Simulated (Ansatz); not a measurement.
# Direct or indirect: H3C2 (C2/m)

```
CELL_PARAMETERS angstrom
3.57945 -3.22764 0.00000
3.57945 3.22764 0.00000
-0.78189 0.00000 4.00252
ATOMIC_POSITIONS crystal
C 0.72680 0.72680 0.71900
C 0.27320 0.27320 0.28100
C 0.92130 0.92130 0.91610
C 0.07870 0.07870 0.08390
H 0.48540 0.21700 0.22810
H 0.78300 0.51460 0.77190
H 0.51460 0.78300 0.77190
H 0.21700 0.48540 0.22810
H 0.73000 0.73000 0.45250
H 0.27000 0.27000 0.54750
```

Method: Ansatz, PBE, independent particles, without spin-orbit coupling, line width 0.15 eV (Gaussian). The band structure gives a fundamental gap of 4.87 eV. The spectrum of vertical transitions near the edge:

| E (eV) | Im ε, E ∥ x | Im ε, E ∥ y | Im ε, E ∥ z |
| --- | --- | --- | --- |
| 4.38 | 0.00 | 0.00 | 0.00 |
| 4.50 | 0.00 | 0.00 | 0.00 |
| 4.62 | 0.00 | 0.00 | 0.00 |
| 4.74 | 0.00 | 0.00 | 0.00 |
| 4.86 | 0.00 | 0.00 | 0.00 |
| 4.98 | 0.00 | 0.00 | 0.00 |
| 5.10 | 0.00 | 0.00 | 0.00 |
| 5.22 | 0.00 | 0.00 | 0.00 |
| 5.34 | 0.01 | 0.00 | 0.01 |
| 5.46 | 0.05 | 0.01 | 0.05 |
| 5.58 | 0.20 | 0.02 | 0.18 |
| 5.70 | 0.64 | 0.04 | 0.48 |
| 5.82 | 1.58 | 0.10 | 1.03 |
| 5.94 | 3.02 | 0.28 | 1.66 |
| 6.06 | 5.59 | 0.69 | 2.48 |
| 6.18 | 9.62 | 1.11 | 3.74 |
| 6.30 | 13.79 | 1.29 | 5.21 |
| 6.42 | 14.75 | 1.28 | 6.20 |
| 6.54 | 13.01 | 1.24 | 6.51 |
| 6.66 | 11.84 | 1.18 | 6.30 |
| 6.78 | 10.86 | 1.04 | 5.38 |

Task: Is the gap direct or indirect, and about where do vertical transitions set in?

Result: Indirect, by the band path, whose least direct gap is 5.28 eV. The curves fit this: they stay near zero above 4.87 eV and rise only from about 5.3 eV, though a forbidden direct transition would look alike. Lines are broadened by 0.15 eV, which spreads the edge, and phonons, which would give weak absorption from the fundamental gap up, are left out.

[Logs are printed without paths, hosts, clocks, repeated set-up lines and the standing remarks that a program may print on its own settings, such as how far it seeks lower states.]
